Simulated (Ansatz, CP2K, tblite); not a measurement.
# Running twisted graphene double bilayer, 38.21° (56 atoms) with CP2K, part 3 of 3

Aim: run twisted graphene double bilayer, 38.21° (56 atoms) in CP2K and see how near its forces come to a plane-wave reference, and at what cost.

Program: CP2K 2026.2; the method stands at each step. Banners, paths, timers and routine set-up lines are dropped from the logs unmarked, and long logs keep their key lines alone; longer cuts are marked.

So far. Step 6 (r2SCAN, SCAN potentials, DZVP-UZH(SCAN), 600/50 Ry …): Against the first run (2.1 %), the force difference from the reference is 3.2 %, at 3.7 times the CPU time (on 4 against 2 cores); the model has changed, so this is no error of the program alone. Step 7 (PBEsol, PBE potentials, DZVP-MOLOPT-SR, 450/50 Ry …): Against the first run (2.1 %), the force difference from the reference is 3.8 %, at 0.95 times the CPU time; the model has changed, so this is no error of the program alone.

## (8) PBE, DZVP-MOLOPT-SR, 225/50 Ry, diagonalisation

Method: Kohn-Sham DFT, PBE, GTH-PBE pseudopotentials, Gaussian and plane waves, DZVP-MOLOPT-SR-GTH, diagonalisation.

input.inp

```
&GLOBAL
  PROJECT cell
  RUN_TYPE ENERGY_FORCE
  PRINT_LEVEL LOW
&END GLOBAL
&FORCE_EVAL
  METHOD QS
  &DFT
    BASIS_SET_FILE_NAME BASIS_MOLOPT
    POTENTIAL_FILE_NAME GTH_POTENTIALS
    &MGRID
      CUTOFF 225
      REL_CUTOFF 50
    &END MGRID
    &QS
      EPS_DEFAULT 1.0E-12
    &END QS
    &SCF
      SCF_GUESS ATOMIC
      EPS_SCF 1.0E-06
      MAX_SCF 200
      ADDED_MOS 25
      &DIAGONALIZATION
        ALGORITHM STANDARD
      &END DIAGONALIZATION
      &SMEAR ON
        METHOD FERMI_DIRAC
        ELECTRONIC_TEMPERATURE [K] 580
      &END SMEAR
      &MIXING
        METHOD BROYDEN_MIXING
        ALPHA 0.15
        NBROYDEN 8
      &END MIXING
      &PRINT
        &RESTART OFF
        &END RESTART
      &END PRINT
    &END SCF
    &XC
      &XC_FUNCTIONAL PBE
      &END XC_FUNCTIONAL
    &END XC
    &PRINT
      &MULLIKEN ON
      &END MULLIKEN
      &HIRSHFELD ON
        SHAPE_FUNCTION DENSITY
      &END HIRSHFELD
      &MO ON
        EIGENVALUES T
        OCCUPATION_NUMBERS T
        MO_INDEX_RANGE 101 124
        &EACH
          QS_SCF 0
        &END EACH
        ADD_LAST NUMERIC
      &END MO
    &END PRINT
  &END DFT
  &SUBSYS
    &CELL
      A 6.50850 0.00000 0.00000
      B -3.25425 5.63653 0.00000
      C 0.00000 0.00000 24.18000
    &END CELL
    &TOPOLOGY
      COORD_FILE_NAME structure.xyz
      COORD_FILE_FORMAT XYZ
    &END TOPOLOGY
    &KIND C
      BASIS_SET DZVP-MOLOPT-SR-GTH-q4
      POTENTIAL GTH-PBE-q4
    &END KIND
  &END SUBSYS
  &PRINT
    &FORCES ON
    &END FORCES
  &END PRINT
&END FORCE_EVAL
```

structure.xyz

```xyz
56

[... 56 atom lines left out: the same atoms as in the first run ...]
```

Command:

```console
OMP_NUM_THREADS=1 cp2k.psmp -i input.inp > output.txt
```

Numbers of over 12 decimals in the logs are rounded to 6 here.

The log of the run:

```text
CP2K| version string:                                       CP2K version 2026.2
 CP2K| Input file name                                                 input.inp
 GLOBAL| Basis set file name                                        BASIS_MOLOPT
 GLOBAL| Potential file name                                      GTH_POTENTIALS
 GLOBAL| Run type                                                   ENERGY_FORCE
 GLOBAL| Total number of message passing processes                             1
 GLOBAL| Number of threads for this process                                    1
 TOTAL NUMBERS AND MAXIMUM NUMBERS
  Total number of            - Atomic kinds:                                   1
                             - Atoms:                                         56
[... lines left out ...]
                        Smear method:                                FERMI_DIRAC
[... lines left out ...]
 Number of electrons:                                                        224
[... lines left out ...]
  Step     Update method      Time    Convergence         Total energy    Change
[... lines left out ...]
  *** SCF run converged in    22 steps ***
[... lines left out ...]
  Fermi energy:                                                 0.109702
  Total energy:                                              -319.387969
  Total energy (extrapolated to T->0):                       -319.387969
[... lines left out ...]
 MO| E(Fermi):            0.109702 a.u.          2.985147 eV
[... lines left out ...]
       2     C        1          3.998572                              0.001428
       3     C        1          3.997480                              0.002520
[...]
55     C        1          4.003867                             -0.003867
      56     C        1          3.997469                              0.002531
 # Total charge                            224.000000                 -0.000000
 !-----------------------------------------------------------------------------!
 !-----------------------------------------------------------------------------!
                           Hirshfeld Charges
  #Atom  Element  Kind  Ref Charge     Population                    Net charge
      1       C      1       4.000          3.999                         0.001
      2       C      1       4.000          4.001                        -0.001
      3       C      1       4.000          4.000                         0.000
[...]
55       C      1       4.000          4.001                        -0.001
     56       C      1       4.000          4.002                        -0.002
  Total Charge                                                           -0.000
 !-----------------------------------------------------------------------------!
 ENERGY| Total FORCE_EVAL ( QS ) energy [hartree]           -319.387957
 FORCES| Atomic forces [hartree/bohr]
 FORCES|   Atom     x               y               z               |f|
 FORCES|      1  4.45109180E-02 -5.51871924E-03  7.25059242E-03   4.54340090E-02
 FORCES|      2  1.11601711E-02  2.91527022E-02 -6.98526525E-03   3.19878633E-02
 FORCES|      3  2.28381335E-02  3.36649484E-02 -3.30878035E-03   4.08149130E-02
[...]
FORCES|     55  3.00512842E-02 -2.96802112E-02  1.08337220E-02   4.36046345E-02
 FORCES|     56 -7.89722938E-03  5.73498760E-02  2.31591072E-03   5.79373623E-02
 FORCES| Sum    -1.06188907E-03  2.00531858E-03  6.65950958E-03
 FORCES| Total atomic force                                       7.03548000E-03
```

It took 3.3 min on 1 thread of Arm Neoverse V2, shared host; peak memory 0.73 GiB.

Numbers from this run, and their distance from the reference:

| Quantity | Value |
| --- | --- |
| r.m.s. force component | 1.157 eV/Å |
| r.m.s. difference of force components | 31.6 meV/Å |
| longest difference of force vectors | 108.9 meV/Å |
| force difference over r.m.s. force | 2.782 % |
| slope of forces against the reference's | 1.018 |
| correlation of force components | 0.9998 |
| energy less the same-level run's | -0.0605 meV/atom |
| r.m.s. force difference from the same-level run | 19.16 meV/Å |

This is a coarse setting, run to see what it loses.

Against the first run (2.1 %), the force difference from the reference is 2.8 %, at 0.84 times the CPU time (on 1 against 2 cores): the grid matters here.

## (9) PBE+rVV10L, DZVP-MOLOPT-SR, 450/50 Ry, diagonalisation

Method: Kohn-Sham DFT, PBE+rVV10 (b = 10, rVV10L), GTH-PBE pseudopotentials, Gaussian and plane waves, DZVP-MOLOPT-SR-GTH, diagonalisation.

input.inp, as its differences from that of step 8:

```diff
@@ -11,3 +11,3 @@
     &MGRID
-      CUTOFF 225
+      CUTOFF 450
       REL_CUTOFF 50
@@ -42,2 +42,10 @@
       &END XC_FUNCTIONAL
+      &VDW_POTENTIAL
+        POTENTIAL_TYPE NON_LOCAL
+        &NON_LOCAL
+          TYPE RVV10
+          KERNEL_FILE_NAME rVV10_kernel_table.dat
+          PARAMETERS 10.0 0.0093
+        &END NON_LOCAL
+      &END VDW_POTENTIAL
     &END XC
@@ -66,6 +74,5 @@
     &END CELL
-    &TOPOLOGY
-      COORD_FILE_NAME structure.xyz
-      COORD_FILE_FORMAT XYZ
-    &END TOPOLOGY
+    &COORD
+[... 56 atom lines left out: the same atoms as in the first run ...]
+    &END COORD
     &KIND C
```

Command:

```console
OMP_NUM_THREADS=2 cp2k.psmp -i input.inp > output.txt
```

The log of the run:

```text
CP2K| version string:                                       CP2K version 2026.2
 CP2K| Input file name                                                 input.inp
 GLOBAL| Basis set file name                                        BASIS_MOLOPT
 GLOBAL| Potential file name                                      GTH_POTENTIALS
 GLOBAL| Run type                                                   ENERGY_FORCE
 GLOBAL| Total number of message passing processes                             1
 GLOBAL| Number of threads for this process                                    2
[... lines left out ...]
                        Smear method:                                FERMI_DIRAC
[... lines left out ...]
 Number of electrons:                                                        224
[... lines left out ...]
  Step     Update method      Time    Convergence         Total energy    Change
[... lines left out ...]
  *** SCF run converged in    20 steps ***
[... lines left out ...]
  Fermi energy:                                                 0.109605
  Total energy:                                              -319.149644
  Total energy (extrapolated to T->0):                       -319.149644
[... lines left out ...]
 MO| E(Fermi):            0.109605 a.u.          2.982503 eV
[... lines left out ...]
                           Hirshfeld Charges
  #Atom  Element  Kind  Ref Charge     Population                    Net charge
      1       C      1       4.000          3.999                         0.001
      2       C      1       4.000          4.001                        -0.001
      3       C      1       4.000          4.000                         0.000
[...]
55       C      1       4.000          4.001                        -0.001
     56       C      1       4.000          4.002                        -0.002
  Total Charge                                                           -0.000
 !-----------------------------------------------------------------------------!
 ENERGY| Total FORCE_EVAL ( QS ) energy [hartree]           -319.149667
 FORCES| Atomic forces [hartree/bohr]
 FORCES|   Atom     x               y               z               |f|
 FORCES|      1  4.46696752E-02 -4.90775179E-03  8.21115138E-03   4.56824793E-02
 FORCES|      2  1.16395574E-02  2.91618841E-02 -6.41584055E-03   3.20477423E-02
 FORCES|      3  2.30347519E-02  3.29302029E-02 -3.25607576E-03   4.03187312E-02
[...]
FORCES|     55  2.97673166E-02 -2.99420396E-02  1.04115780E-02   4.34858578E-02
 FORCES|     56 -8.56079432E-03  5.72286392E-02  1.90001479E-03   5.78965837E-02
 FORCES| Sum     1.02626529E-05 -3.03548836E-05  1.43852184E-05
 FORCES| Total atomic force                                       3.51237172E-05
```

It took 4 min on 2 threads; peak memory 3.7 GiB; 7 min of CPU time.

Numbers from this run, and their distance from the reference:

- r.m.s. force component: 1.157 eV/Å
- r.m.s. difference of force components: 31.47 meV/Å
- longest difference of force vectors: 100.5 meV/Å
- force difference over r.m.s. force: 2.77 %
- slope of forces against the reference's: 1.018
- correlation of force components: 0.9998

Against the first run (2.1 %), the force difference from the reference is 2.8 %, at 1.8 times the CPU time; the model has changed, so this is no error of the program alone.

## (10) PBE, DZVP-MOLOPT-SR, 450/20 Ry, diagonalisation

Method: Kohn-Sham DFT, PBE, GTH-PBE pseudopotentials, Gaussian and plane waves, DZVP-MOLOPT-SR-GTH, diagonalisation.

input.inp, as its differences from that of step 9:

```diff
@@ -12,3 +12,3 @@
       CUTOFF 450
-      REL_CUTOFF 50
+      REL_CUTOFF 20
     &END MGRID
@@ -42,10 +42,2 @@
       &END XC_FUNCTIONAL
-      &VDW_POTENTIAL
-        POTENTIAL_TYPE NON_LOCAL
-        &NON_LOCAL
-          TYPE RVV10
-          KERNEL_FILE_NAME rVV10_kernel_table.dat
-          PARAMETERS 10.0 0.0093
-        &END NON_LOCAL
-      &END VDW_POTENTIAL
     &END XC
@@ -75,2 +67,3 @@
     &COORD
+      SCALED
 [... 56 atom lines left out: the same atoms as in the first run ...]
```

The log of the run:

```text
CP2K| version string:                                       CP2K version 2026.2
 CP2K| Input file name                                                 input.inp
 GLOBAL| Basis set file name                                        BASIS_MOLOPT
 GLOBAL| Potential file name                                      GTH_POTENTIALS
[... lines left out ...]
                        Smear method:                                FERMI_DIRAC
[... lines left out ...]
 Number of electrons:                                                        224
[... lines left out ...]
  Step     Update method      Time    Convergence         Total energy    Change
[... lines left out ...]
  *** SCF run converged in    22 steps ***
[... lines left out ...]
  Fermi energy:                                                 0.109584
  Total energy:                                              -319.394326
  Total energy (extrapolated to T->0):                       -319.394326
[... lines left out ...]
 MO| E(Fermi):            0.109584 a.u.          2.981939 eV
[... lines left out ...]
     56       C      1       4.000          4.002                        -0.002
  Total Charge                                                           -0.000
 !-----------------------------------------------------------------------------!
 ENERGY| Total FORCE_EVAL ( QS ) energy [hartree]           -319.394317
 FORCES| Atomic forces [hartree/bohr]
 FORCES|   Atom     x               y               z               |f|
 FORCES|      1  4.46328098E-02 -4.79947256E-03  7.91517508E-03   4.55825914E-02
 FORCES|      2  1.14021946E-02  2.83763842E-02 -6.89849052E-03   3.13499345E-02
 FORCES|      3  2.31793852E-02  3.33471328E-02 -3.87012180E-03   4.07957474E-02
[...]
FORCES|     55  2.94882489E-02 -3.02124953E-02  1.07711473E-02   4.35702801E-02
 FORCES|     56 -8.50404932E-03  5.70639841E-02  2.37018866E-03   5.77428345E-02
 FORCES| Sum    -5.87445715E-05  1.40823126E-04 -1.47824647E-03
 FORCES| Total atomic force                                       1.48610050E-03
```

It took 90 s on 2 threads; peak memory 1.9 GiB; 2.7 min of CPU time.

Against the reference:

```
r.m.s. force component                          : 1.157 eV/Å
r.m.s. difference of force components           : 31.68 meV/Å
longest difference of force vectors             : 82.6 meV/Å
force difference over r.m.s. force              : 2.789 %
slope of forces against the reference's         : 1.018
correlation of force components                 : 0.9998
energy less the same-level run's                : -3.151 meV/atom
r.m.s. force difference from the same-level run : 18.03 meV/Å
```

This is a coarse setting, run to see what it loses.

Against the first run (2.1 %), the force difference from the reference is 2.8 %, at 0.67 times the CPU time: the grid matters here.

## (11) Side by side

Differences are against the plane-wave reference, forces as r.m.s. over components; share is that over the reference's r.m.s. force, slope the least-squares factor from reference forces to these. Total energies of different programs have different zeros and aren't compared.

| run | Δ force, r.m.s. (meV/Å) | share (%) | slope | cores | CPU time | memory (GiB) |
| --- | --- | --- | --- | --- | --- | --- |
| reference | - | - | - | 4 | 19 s | 0.78 |
| CP2K PBE, DZVP-MOLOPT-SR, 450/50 Ry, diagonalisation | 23.7 | 2.09 | 1.017 | 2 | 4 min | 1.9 |
| CP2K GFN1-xTB, diagonalisation | 80.7 | 7.10 | 0.963 | 1 | 1.4 s | 0.19 |
| CP2K PBE, SZV-MOLOPT-SR, 450/50 Ry, diagonalisation (coarse) | 308 | 27.1 | 1.268 | 1 | 2.7 min | 1.8 |
| CP2K PBE, DZVP-MOLOPT-SR, 630/50 Ry, diagonalisation | 23.7 | 2.08 | 1.017 | 2 | 5.6 min | 2.7 |
| CP2K r2SCAN, SCAN potentials, DZVP-UZH(SCAN), 600/50 Ry, diagonalisation | 36.5 | 3.21 | 1.026 | 4 | 15 min | 3.2 |
| CP2K PBEsol, PBE potentials, DZVP-MOLOPT-SR, 450/50 Ry, diagonalisation | 42.7 | 3.76 | 1.026 | 2 | 3.8 min | 1.9 |
| CP2K PBE, DZVP-MOLOPT-SR, 225/50 Ry, diagonalisation (coarse) | 31.6 | 2.78 | 1.018 | 1 | 3.3 min | 0.73 |
| CP2K PBE+rVV10L, DZVP-MOLOPT-SR, 450/50 Ry, diagonalisation | 31.5 | 2.77 | 1.018 | 2 | 7 min | 3.7 |
| CP2K PBE, DZVP-MOLOPT-SR, 450/20 Ry, diagonalisation (coarse) | 31.7 | 2.79 | 1.018 | 2 | 2.7 min | 1.9 |

Rows marked coarse were listed beforehand as settings not expected to be converged; some can still land near the reference.

CPU time is summed over cores on a shared host, where runs went side by side, so it is rough. Symmetry, cutoffs, thresholds, outputs and thread counts weren't matched or tuned between programs; memory under MPI is the largest rank's times the ranks.

Within one program, basis, potentials and functional, energies share a zero. Each run against its twin at the usual cutoff or grid and solver:

| run | twin | Δ energy (meV/atom) | Δ force, r.m.s. (meV/Å) | CPU time over the twin's |
| --- | --- | --- | --- | --- |
| CP2K PBE, DZVP-MOLOPT-SR, 630/50 Ry, diagonalisation | DZVP-MOLOPT-SR, 450/50 Ry, diagonalisation | 0.0027 | 0.776 | 1.4 |
| CP2K PBE, DZVP-MOLOPT-SR, 225/50 Ry, diagonalisation | DZVP-MOLOPT-SR, 450/50 Ry, diagonalisation | -0.0605 | 19.2 | 0.84 (this twin ran on 2 cores) |
| CP2K PBE, DZVP-MOLOPT-SR, 450/20 Ry, diagonalisation | DZVP-MOLOPT-SR, 450/50 Ry, diagonalisation | -3.15 | 18.0 | 0.67 |

Further runs of this program without a result: CP2K PBE, DZVP-MOLOPT, 450/50 Ry, diagonalisation (cut off at its time limit).

## (12) Results

```json
{"nearest in forces": "a tie at 2.1 % of 2 runs: CP2K PBE, DZVP-MOLOPT-SR, 450/50 Ry, diagonalisation; CP2K PBE, DZVP-MOLOPT-SR, 630/50 Ry, diagonalisation"}
```

The PBE runs in local orbitals, coarse settings apart, differ by 2.1 % in each run; basis, grid and potentials can all enter. Tight binding differs by 7.1 % (CP2K GFN1-xTB, diagonalisation); it is another model, with fitted parameters of its own, and the xTB methods hold dispersion. Rows with another functional or a dispersion term differ by 2.8 % (CP2K PBE+rVV10L, DZVP-MOLOPT-SR, 450/50 Ry, diagonalisation) to 3.8 % (CP2K PBEsol, PBE potentials, DZVP-MOLOPT-SR, 450/50 Ry, diagonalisation), which mixes the change of model with differences of basis and potentials, some of them made for another functional. Runs with settings chosen to be coarse differ by 2.8 % (CP2K PBE, DZVP-MOLOPT-SR, 225/50 Ry, diagonalisation) to 27 % (CP2K PBE, SZV-MOLOPT-SR, 450/50 Ry, diagonalisation), their programs' other errors included. One electronic-structure run takes under half the reference's CPU time: CP2K GFN1-xTB, diagonalisation, at 7.1 % in 1.4 s against 19 s. CP2K PBE, SZV-MOLOPT-SR, 450/50 Ry, diagonalisation stiffens the forces by a factor of 1.27 while following their directions (correlation 0.999); the slopes of the 9 CP2K runs lie between 0.96 and 1.27. Periodic xTB results under one method name differ between programs and library versions. The cell is under 6 Å thick along two periodic directions, so every atom has periodic images of itself close by, which move with it and show among its neighbours and in g(r). The reference's PBE has no dispersion term, which matters for the binding between molecules or layers. One k-point is far too coarse for the carbon or group-IV sheet, and it can put spurious forces of up to about 1 eV/Å on the sheet's atoms. The electronic-structure runs sample only Γ, in a cell whose shortest periodic width is 6 Å.

[Also dropped from logs without a mark: logging warnings of Python, and SIESTA's first energy breakdown and zero terms.]

[Logs are printed without paths, hosts, clocks, repeated set-up lines and the standing remarks that a program may print on its own settings, such as how far it seeks lower states.]

[Hosts, paths, dates, database ids (printed as entryN), source tags and the programs' standing remarks are cut or masked in the printed files.]
